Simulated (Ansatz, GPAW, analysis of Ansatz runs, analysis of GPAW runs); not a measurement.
# Substitutional B in diamond: charge-transition level, PBE (GPAW)

Subject: substitutional B in diamond. Wanted: its charge-transition level, in one set-up (PBE, plane waves 500 eV, 64-site cell, PBE lattice, k: the zone centre alone then 2x2x2 shifted, start relaxed with Ansatz). The model is a cell of 64 host atoms with 1 C taken out and 1 B put in. The level is the Fermi energy at which two charge states have equal formation energy, after a correction for the images of the charge. A local or semilocal functional is the cheapest first rung.

What was measured. (0/-1) level above the valence-band top: 0.368 eV, by acceptor ionization energy (cited; method not stated) (quoted in “Phosphorescence and donor-acceptor pair recombination in laboratory-grown diamonds”, 2023, Jiahui Zhao et al., quoting earlier work (1993)). The calculation is set beside it at the end.

Method: GPAW plane-wave PAW DFT, PBE; relaxation of all atoms of a defect supercell, in GPAW 26.7.0.

### Step 1. Starting point

The cell holds 64 atoms: 63 C and 1 B. Cell: a = 7.144 Å, b = 7.144 Å, c = 7.144 Å, α = 90.0°, β = 90.0°, γ = 90.0°. It derives from C (space group Fd-3m). Nearest the centre at fractional (0.375, 0.375, 0.375): B8 at 0.02 Å, C27 at 1.58 Å, C42 at 1.58 Å, C49 at 1.59 Å, C4 at 1.61 Å, C5 at 2.52 Å, C6 at 2.52 Å, C7 at 2.53 Å.

The host's primitive cell comes from a first run (GPAW plane-wave PAW DFT, PBE; relaxation of cell and atoms of a defect-free cell): vectors of 2.526, 2.526 and 2.526 Å. That is 5.70 Å³ an atom, 0.4 % over the diffraction cell's volume. The supercell is built on it.

This program's steps are dear, so the start below was first relaxed with Ansatz (plane-wave PAW DFT, PBE; 13 s).

### Step 2. Relaxation, charge 0

Every later number rests on the structure around the defect, so the atoms are relaxed at the host's lattice first.

Input file run.py:

```python
import numpy as np
from ase.io import read, write
from ase.parallel import parprint, world
from gpaw import GPAW, PW
from ase.optimize import BFGS

atoms = read('POSCAR')
magmoms = np.zeros(len(atoms))
magmoms[[7, 3, 26, 41]] = 1 / 4
atoms.set_initial_magnetic_moments(magmoms)
calc = GPAW(mode=PW(500),
            xc='PBE',
            kpts={'size': (1, 1, 1), 'gamma': True},
            occupations={'name': 'fermi-dirac', 'width': 0.01, 'fixmagmom': True},
            nbands=136,
            convergence={'density': 1e-05, 'forces': 0.001},
            maxiter=150,
            symmetry='off',
            txt='gpaw.txt')
atoms.calc = calc
opt = BFGS(atoms, trajectory='relax.traj', logfile='-')
done = opt.run(fmax=0.02, steps=80)
parprint('Converged:', done)
energy = atoms.get_potential_energy()
forces = atoms.get_forces()
parprint(f'Energy: {energy:.6f} eV, largest force {np.linalg.norm(forces, axis=1).max():.4f} eV/A')
calc.write('gs.gpw')
write('final.xyz', atoms)
parprint('Moments:', atoms.get_magnetic_moments().round(3))
for s in range(calc.get_number_of_spins()):
    parprint('Levels (eV), spin', s, calc.get_eigenvalues(kpt=0, spin=s)[-16:].round(3))
```

Input file POSCAR:

```
C  B  C 
 1.0000000000000000
     7.1439157092080041   -0.0000000000000009   -0.0000000000000000
     0.0000000000000004    7.1439157092080050   -0.0000000000000000
    -0.0000000000000004   -0.0000000000000018    7.1439157092080032
 C   B   C  
   7   1  56
Direct
 -0.0009475968445806 -0.0014575483494330  0.2489749851319499
 -0.0009689390632404  0.2491993197232203 -0.0016879356438332
  0.2497215697489252 -0.0014816998921190 -0.0016825714022472
  0.2456530884693106  0.2451193277433267  0.2449163680953473
  0.1256076724381590  0.1251336021240232  0.3740595908332133
  0.1256134412300760  0.3743358115090391  0.1248880282166816
  0.3747840461596889  0.1251163044146262  0.1248545271204344
  0.3769206382826318  0.3764760219780421  0.3762202534231923
 -0.0001052647865735 -0.0006316238305084  0.7489108613924276
 -0.0000510291546631  0.2495734810320132  0.4989663399457603
  0.2500610677375029 -0.0005836744577451  0.4989791631398153
  0.2500286514192123  0.2495382931970077  0.7488454418996970
  0.1257472534440971  0.1252497624837710  0.8747999816497013
  0.1248760908507520  0.3765441697025267  0.6257439854768457
  0.3770318151309088  0.1243929363823174  0.6257589681257820
  0.3755372275215845  0.3750628489468802  0.8749023149613403
 -0.0000661787424737  0.4991972812285493  0.2493239918312486
 -0.0001345481451431  0.7490940656263996 -0.0008507985751129
  0.2500150455505458  0.4991853495389623 -0.0007709359666595
  0.2500263180225862  0.7490331997979528  0.2493106662310608
  0.1248919042014988  0.6259928408987093  0.3763175199223489
  0.1257508842619565  0.8750217704531225  0.1250184400171187
  0.3770331205840460  0.6259699934942262  0.1241704708081818
  0.3755839915174362  0.8751573383402093  0.3748450321544278
 -0.0010246711477707  0.4988989912282344  0.7497128127823196
 -0.0009838540290966  0.7499181117279312  0.4986973164293390
  0.2457105340835221  0.5020507398682121  0.5018290870189999
  0.2498375434231491  0.7496130854133796  0.7494497113400108
  0.1256486722224050  0.6250260806100035  0.8751531986701310
  0.1256740363178281  0.8753700972111234  0.6248336358197788
  0.3747004432233379  0.6257799368851158  0.6255708174012314
  0.3758566039315950  0.8752364996148024  0.8750590862026811
  0.4997257790647764 -0.0005960298821111  0.2493155292884686
  0.4997019299070234  0.2495365500556303 -0.0007807493902953
  0.7496407066747467 -0.0006380888772095 -0.0008502817287723
  0.7495540983678898  0.2495581034770522  0.2492941468854957
  0.6264959769763604  0.1244062820575106  0.3762906222714118
  0.6264550504051032  0.3765295526373049  0.1241541378137484
  0.8755448386669659  0.1252527225105858  0.1249984757096038
  0.8756467070474114  0.3751005478179238  0.3748273398620486
  0.4994354294599816 -0.0015509348659845  0.7497228124103297
  0.5025439601185706  0.2451768250945393  0.5018067109400296
  0.7504805309209196 -0.0015197427227810  0.4986786991934308
  0.7501399593289793  0.2493189783006541  0.7494113503094662
  0.6255417338173525  0.1251618616946766  0.8751325749669651
  0.6262565009749533  0.3742718021539348  0.6255389160455201
  0.8758874623014626  0.1251874130981433  0.6248074909541436
  0.8757596325336249  0.3753714694484652  0.8750435733630157
  0.5025162561326486  0.5020424387729906  0.2449601684901540
  0.4994135686053523  0.7498920570813586 -0.0017208736459068
  0.7504114888594818  0.4988850509044045 -0.0017266539723865
  0.7501697659354249  0.7496211045871246  0.2490995514716249
  0.6262685723059537  0.6257817813563135  0.3739969224141856
  0.6255436357323357  0.8753509564572952  0.1249347030579276
  0.8758466157683767  0.6250354258355977  0.1249485647585118
  0.8757868850668138  0.8752693498413688  0.3751454046408559
  0.4995365788706490  0.4990317846761307  0.7486330780469395
  0.4995839262013270  0.7488054273236042  0.4988427378360375
  0.7493411891941278  0.4990607146843429  0.4988242808642548
  0.7496104195593891  0.7490475797170600  0.7488817755557963
  0.6255874809030070  0.6250628639260334  0.8746817347754824
  0.6256254045692390  0.8748715205422510  0.6248980837479879
  0.8753975356991072  0.6251031300599975  0.6248823605318464
  0.8756450761714302  0.8751099395918722  0.8749199810788667
```

On the command line:

```console
OMP_NUM_THREADS=1 mpirun -n 4 gpaw python run.py > stdout
```

Output:

```text
__  _  _
 | _ |_)|_||  |
 |__||  | ||/\| - 26.7.0

Input parameters:
  mode=PW(ecut=500.0),
  convergence={'density': 1e-05, 'forces': 0.001},
  kpts=MonkhorstPack(size=(1, 1, 1), gamma=True),
  maxiter=150,
  nbands=136,
  occupations=Occupations(name='fermi-dirac', width=0.01, fixmagmom=True),
  symmetry=Symmetry(point_group=False, time_reversal=False),
  xc=XC(name='PBE')

Diagonalizing LCAO Hamiltonian
Converting LCAO to pw mode

                 C        C
            C  C     C C
         C   C C  C   C C
          C C   C C  C   C
          CC    CC CC     C
       C    CCC      CCC
        C    C B C    CCC
         CCC      C C
          C C   C  C C   C
       C   C C  C   C C
        C     C  C     C
           C        C

Atoms  # Å, Bohr magnetons
|    | symbol |         x |         y |         z |    initial magnetic moments |
|----|--------|-----------|-----------|-----------|-----------------------------|
|  0 |      C | -0.006770 | -0.010413 |  1.778656 | ( 0.0000,  0.0000,  0.0000) |
|  1 |      C | -0.006922 |  1.780259 | -0.012058 | ( 0.0000,  0.0000,  0.0000) |
|  2 |      C |  1.783990 | -0.010585 | -0.012020 | ( 0.0000,  0.0000,  0.0000) |
|  3 |      C |  1.754925 |  1.751112 |  1.749662 | ( 0.0000,  0.0000,  0.2500) |
|  4 |      C |  0.897331 |  0.893944 |  2.672250 | ( 0.0000,  0.0000,  0.0000) |
|  5 |      C |  0.897372 |  2.674223 |  0.892190 | ( 0.0000,  0.0000,  0.0000) |
|  6 |      C |  2.677426 |  0.893820 |  0.891950 | ( 0.0000,  0.0000,  0.0000) |
|  7 |      B |  2.692689 |  2.689513 |  2.687686 | ( 0.0000,  0.0000,  0.2500) |
|  8 |      C | -0.000752 | -0.004512 |  5.350156 | ( 0.0000,  0.0000,  0.0000) |
|  9 |      C | -0.000365 |  1.782932 |  3.564573 | ( 0.0000,  0.0000,  0.0000) |
| 10 |      C |  1.786415 | -0.004170 |  3.564665 | ( 0.0000,  0.0000,  0.0000) |
| 11 |      C |  1.786184 |  1.782681 |  5.349689 | ( 0.0000,  0.0000,  0.0000) |
| 12 |      C |  0.898328 |  0.894774 |  6.249497 | ( 0.0000,  0.0000,  0.0000) |
| 13 |      C |  0.892104 |  2.690000 |  4.470262 | ( 0.0000,  0.0000,  0.0000) |
| 14 |      C |  2.693484 |  0.888653 |  4.470369 | ( 0.0000,  0.0000,  0.0000) |
| 15 |      C |  2.682806 |  2.679417 |  6.250228 | ( 0.0000,  0.0000,  0.0000) |
| 16 |      C | -0.000473 |  3.566223 |  1.781150 | ( 0.0000,  0.0000,  0.0000) |
[...]
Unit cell  # Å
| periodic |         x |         y |         z |  lengths |    angles |
|----------|-----------|-----------|-----------|----------|-----------|
|      yes |  7.143916 | -0.000000 | -0.000000 | 7.143916 | 90.000000 |
|      yes |  0.000000 |  7.143916 | -0.000000 | 7.143916 | 90.000000 |
|      yes | -0.000000 | -0.000000 |  7.143916 | 7.143916 | 90.000000 |

Number of symmetries: 1
Symmetry operations  # r_c * U_cc + t_c -> r_c
|   | kind |            matrix            |
|---|------|------------------------------|
| 0 |  E   |  1, 0, 0,  0, 1, 0,  0, 0, 1 |

BZ-sampling:
  Number of BZ points: 1
  Number of IBZ points: 1

  Monkhorst-Pack size: [1, 1, 1]
  Monkhorst-Pack shift: [0, 0, 0]

K-points  # in reciprocal-cell coordinates
|   |                                coordinates |     weight |
|---|--------------------------------------------|------------|
| 0 | (  0.00000000,   0.00000000,   0.00000000) | 1.00000000 |

Plane wave coefficients: 4586
Cutoff: 500.0 eV

Spin-components: 2 (collinear spins)
Bands:           136
Projectors:      320
Spin-degeneracy: 1
Datatype:        float64

Density:
  Valence electrons: 255.0
  Components: 2
  Grid points: [40 40 40]
  Charge: 0.0  # |e|

Potential:
  Grid points: [40 40 40]

species:
  C:
    name:    Carbon
    Z:       6.0
    valence: 4
    core:    2
    charge:  0.0  # [|e|]
    compensation charges:
      type: gauss
      rc: 0.20  # [Å]
      lmax: 2
    cutoffs:
      filter: 1.14  # [Å]
      core: 1.14  # [Å]
    projectors
    | kind |    occ | energy [eV] | rcut [Å] |
    |------|--------|-------------|----------|
    |   2s |  2.000 |     -13.751 |    0.635 |
    |   2p |  2.000 |      -5.284 |    0.635 |
    |    s |        |      13.461 |    0.635 |
    |    p |        |      21.927 |    0.635 |
    |    d |        |       0.000 |    0.635 |

    Using partial waves for C as LCAO basis

  B:
    name:    Boron
    Z:       5.0
    valence: 3
    core:    2
    charge:  0.0  # [|e|]
    compensation charges:
      type: gauss
      rc: 0.20  # [Å]
      lmax: 2
    cutoffs:
      filter: 1.14  # [Å]
      core: 1.38  # [Å]
    projectors
    | kind |    occ | energy [eV] | rcut [Å] |
    |------|--------|-------------|----------|
    |   2s |  2.000 |      -9.443 |    0.635 |
    |   2p |  1.000 |      -3.606 |    0.635 |
    |    s |        |      17.768 |    0.635 |
    |    p |        |      23.605 |    0.635 |
    |    d |        |       0.000 |    0.635 |

    Using partial waves for B as LCAO basis

Reference energy: -65410.060842  # eV

eigensolver:
  PPCG
  Converge bands: occupied
  niter=2

density mixing:
  MSR1-Mixer
  Pratt-step length: 0.05
  Maximum mixing coefficient: 0.75
  Old densities: 10
  SVD Regularization: 0.005
  Good broyden scale: 1.0
  Trust region scale: 1.0
  Backstep threshold: 4.0
  History deletion threshold: 6.0
  Fourier metric: weight=20.0, sigma=0.015

occupation numbers:
  Fixed magnetic moment: 1.000
  Fermi-Dirac:
    width: 0.0100  # eV

poisson solver:
  ecut: 4000.0  # eV

xc functional:
  name: PBE with 2 nearest neighbor stencil

Initialization done in: 9.130 s

convergence criteria:
- Maximum integral of absolute [dens]ity change: 1e-05 electrons / valence electron
- Maximum change in the atomic [forces] across last 2 cycles: 0.001 eV/Ang OR
Maximum error relative to the maximum force is below inf
- Maximum [total energy] change in last 3 cyles: 0.0005 eV / valence electron
- Maximum integral of absolute [eigenst]ate change: 4e-08 eV^2 / valence electron
maximum number of iterations: 150

SCF iterations
|iter     | |      energy | eigst |  dens |force |  magmom |
|---------|-|-------------|-------|-------|------|---------|
|iter:   1| | -589.521763 | +0.10 |       |      |  +0.9938|
|iter:   2| | -587.119663 | -2.07 | -0.78 |      |  +0.9942|
|iter:   3| | -572.603286 | -1.29 | -0.80 |      |  +0.9983|
|iter:   4| | -572.409416 | -2.01 | -1.46 |      |  +0.9996|
|iter:   5| | -572.380656 | -2.69 | -2.22 |      |  +0.9998|
|iter:   6| | -572.377554c| -3.67 | -2.43 |      |  +0.9999|
|iter:   7| | -572.377896c| -4.66 | -3.00 |      |  +1.0000|
|iter:   8| | -572.377866c| -5.54 | -3.53 |      |  +1.0000|
[...]
Energy contributions:
  Kinetic:         535.146074
  Coulomb:        -495.748916
  Zero:              0.704032
  External:          0.000000
  Xc:             -612.479067
  Entropy:          -0.000000
  Spinorbit:         0.000000
  ----------------------------
  Free energy:    -572.377877
  Extrapolated:   -572.377877

dipole moment: (112.699452, 111.799115, 111.436269)  # |e|*Ang

Total magnetic moment: (0.000000, 0.000000, 1.000000)

Local magnetic moments
|        x |        y |        z |
|----------|----------|----------|
| 0.000000 | 0.000000 | 0.013046 |  # C    0
| 0.000000 | 0.000000 | 0.013069 |  # C    1
| 0.000000 | 0.000000 | 0.013030 |  # C    2
| 0.000000 | 0.000000 | 0.038465 |  # C    3
| 0.000000 | 0.000000 | 0.008839 |  # C    4
| 0.000000 | 0.000000 | 0.008879 |  # C    5
| 0.000000 | 0.000000 | 0.008820 |  # C    6
| 0.000000 | 0.000000 | 0.014693 |  # B    7
| 0.000000 | 0.000000 | 0.007138 |  # C    8
| 0.000000 | 0.000000 | 0.007068 |  # C    9
| 0.000000 | 0.000000 | 0.007109 |  # C   10
| 0.000000 | 0.000000 | 0.005436 |  # C   11
| 0.000000 | 0.000000 | 0.005894 |  # C   12
| 0.000000 | 0.000000 | 0.006044 |  # C   13
| 0.000000 | 0.000000 | 0.006054 |  # C   14
| 0.000000 | 0.000000 | 0.005260 |  # C   15
[...]
Fermi levels: 13.950, 12.269
Eigenvalues  # (at kpt = [0.000, 0.000, 0.000])
| band index |      eig [eV] | occ [0-1] |      eig [eV] | occ [0-1] |
|------------|---------------|-----------|---------------|-----------|
|          0 |        -9.448 |     1.000 |        -9.425 |     1.000 |
|        ... |               |           |               |           |
|        120 |         9.313 |     1.000 |         9.375 |     1.000 |
|        121 |         9.314 |     1.000 |         9.376 |     1.000 |
|        122 |        10.131 |     1.000 |        10.158 |     1.000 |
|        123 |        10.133 |     1.000 |        10.160 |     1.000 |
|        124 |        10.239 |     1.000 |        10.383 |     1.000 |
|        125 |        12.053 |     1.000 |        12.065 |     1.000 |
|        126 |        12.056 |     1.000 |        12.068 |     1.000 |
|        127 |        12.348 |     1.000 |        12.464 |     0.000 |
|        128 |        16.350 |     0.000 |        16.368 |     0.000 |
|        129 |        16.351 |     0.000 |        16.369 |     0.000 |
|        130 |        16.400 |     0.000 |        16.420 |     0.000 |
|        131 |        16.431 |     0.000 |        16.449 |     0.000 |
|        132 |        16.437 |     0.000 |        16.454 |     0.000 |
|        133 |        16.491 |     0.000 |        16.511 |     0.000 |
|        134 |        17.001 |     0.000 |        17.016 |     0.000 |
[...]
Gap: 3.886 eV
Transition (v -> c):
  (s=1, k=0, n=127, [0.00, 0.00, 0.00]) -> (s=0, k=0, n=128, [0.00, 0.00, 0.00])
No difference between direct/indirect transitions

Forces  # eV/Ang
|        x |        y |        z |
|----------|----------|----------|
[...]
C        C
            C  C     C C
         C   C C  C   C C
          C C   C C  C   C
          CC    CC CC     C
       C    CCC      CCC
        C    C B C    CCC
         CCC      C C
          C C   C  C C   C
       C   C C  C   C C
        C     C  C     C
           C        C

Atoms  # Å, Bohr magnetons
|    | symbol |         x |         y |         z |    initial magnetic moments |
|----|--------|-----------|-----------|-----------|-----------------------------|
[...]
|  7 |      B |  2.692644 |  2.689290 |  2.687571 | ( 0.0000,  0.0000,  0.0147) |
[...]
| 56 |      C |  3.568724 |  3.565206 |  5.348114 | ( 0.0000,  0.0000,  0.0061) |
| 57 |      C |  3.568961 |  5.349558 |  3.563776 | ( 0.0000,  0.0000,  0.0061) |
| 58 |      C |  5.353219 |  3.565363 |  3.563644 | ( 0.0000,  0.0000,  0.0061) |
| 59 |      C |  5.355100 |  5.351227 |  5.349951 | ( 0.0000,  0.0000,  0.0063) |
| 60 |      C |  4.469158 |  4.465442 |  6.248546 | ( 0.0000,  0.0000,  0.0071) |
| 61 |      C |  4.469415 |  6.249939 |  4.464136 | ( 0.0000,  0.0000,  0.0071) |
| 62 |      C |  6.253683 |  4.465631 |  4.464077 | ( 0.0000,  0.0000,  0.0071) |
| 63 |      C |  6.255417 |  6.251665 |  6.250226 | ( 0.0000,  0.0000,  0.0062) |

Unit cell  # Å
| periodic |         x |         y |         z |  lengths |    angles |
|----------|-----------|-----------|-----------|----------|-----------|
|      yes |  7.143916 | -0.000000 | -0.000000 | 7.143916 | 90.000000 |
|      yes |  0.000000 |  7.143916 | -0.000000 | 7.143916 | 90.000000 |
|      yes | -0.000000 | -0.000000 |  7.143916 | 7.143916 | 90.000000 |

Initialization done in: 0.964 s

convergence criteria:
- Maximum integral of absolute [dens]ity change: 1e-05 electrons / valence electron
- Maximum change in the atomic [forces] across last 2 cycles: 0.001 eV/Ang OR
Maximum error relative to the maximum force is below inf
- Maximum [total energy] change in last 3 cyles: 0.0005 eV / valence electron
- Maximum integral of absolute [eigenst]ate change: 4e-08 eV^2 / valence electron
maximum number of iterations: 150

SCF iterations
|iter     | |      energy | eigst |  dens |force |  magmom |
|---------|-|-------------|-------|-------|------|---------|
|iter:   1| | -572.377954c| -5.92 |       |      |  +1.0002|
|iter:   2| | -572.377951c| -7.66c| -4.09 |      |  +1.0002|
|iter:   3| | -572.377941c| -6.58 | -4.13 |      |  +1.0001|
|iter:   4| | -572.377940c| -7.49c| -4.45 |      |  +1.0001|
|iter:   5| | -572.377940c| -7.77c| -4.75 |      |  +1.0000|
|iter:   6| | -572.377940c| -8.36c| -5.25c|-1.71 |  +1.0000|
|iter:   7| | -572.377940c| -8.85c| -5.52c|-3.77c|  +1.0000|

Converged in 7 steps
SCF loop duration: 9.660 s (1.380 s/step)
Energy contributions relative to reference atoms: (reference = -65410.060842)

Energy contributions:
  Kinetic:         535.135973
  Coulomb:        -495.740697
  Zero:              0.704129
  External:          0.000000
  Xc:             -612.477345
  Entropy:          -0.000000
  Spinorbit:         0.000000
  ----------------------------
  Free energy:    -572.377940
  Extrapolated:   -572.377940

dipole moment: (112.696751, 111.803045, 111.430678)  # |e|*Ang

Total magnetic moment: (0.000000, 0.000000, 1.000001)

Local magnetic moments
|        x |        y |        z |
|----------|----------|----------|
[...]
Fermi levels: 13.950, 12.268
Eigenvalues  # (at kpt = [0.000, 0.000, 0.000])
| band index |      eig [eV] | occ [0-1] |      eig [eV] | occ [0-1] |
|------------|---------------|-----------|---------------|-----------|
[...]
|        ... |               |           |               |           |
[...]
|        128 |        16.346 |     0.000 |        16.364 |     0.000 |
|        129 |        16.346 |     0.000 |        16.364 |     0.000 |
|        130 |        16.397 |     0.000 |        16.417 |     0.000 |
|        131 |        16.427 |     0.000 |        16.445 |     0.000 |
|        132 |        16.427 |     0.000 |        16.445 |     0.000 |
|        133 |        16.482 |     0.000 |        16.503 |     0.000 |
|        134 |        16.751 |     0.000 |        16.770 |     0.000 |
|        135 |        16.766 |     0.000 |        16.782 |     0.000 |

Gap: 3.886 eV
Transition (v -> c):
  (s=1, k=0, n=127, [0.00, 0.00, 0.00]) -> (s=0, k=0, n=128, [0.00, 0.00, 0.00])
No difference between direct/indirect transitions

Forces  # eV/Ang
|        x |        y |        z |
|----------|----------|----------|
[...]
|  0.00418 |  0.00290 | -0.00222 |  # C   56
|  0.00043 |  0.00162 |  0.00109 |  # C   57
| -0.00153 |  0.00072 |  0.00280 |  # C   58
| -0.00302 |  0.00235 | -0.00287 |  # C   59
|  0.00193 |  0.00379 | -0.00159 |  # C   60
| -0.00173 |  0.00132 | -0.00053 |  # C   61
| -0.00104 |  0.00037 |  0.00085 |  # C   62
| -0.00206 |  0.00028 | -0.00225 |  # C   63

# Writing to gs.gpw (mode='')
```

Run time: 41 s. Hardware: 4 MPI ranks of Arm Neoverse V2, shared host; peak memory 1.5 GiB.

(Part 1 of 4 ends here.)

[Logs are printed without paths, hosts, clocks, repeated set-up lines and the standing remarks that a program may print on its own settings, such as how far it seeks lower states.]

[Hosts, paths, dates, database ids (printed as entryN), source tags and the programs' standing remarks are cut or masked in the printed files.]

[For some hosts the program warned that the k-mesh of the response run may be too coarse for force constants and the static dielectric constant; such warnings are not shown here.]
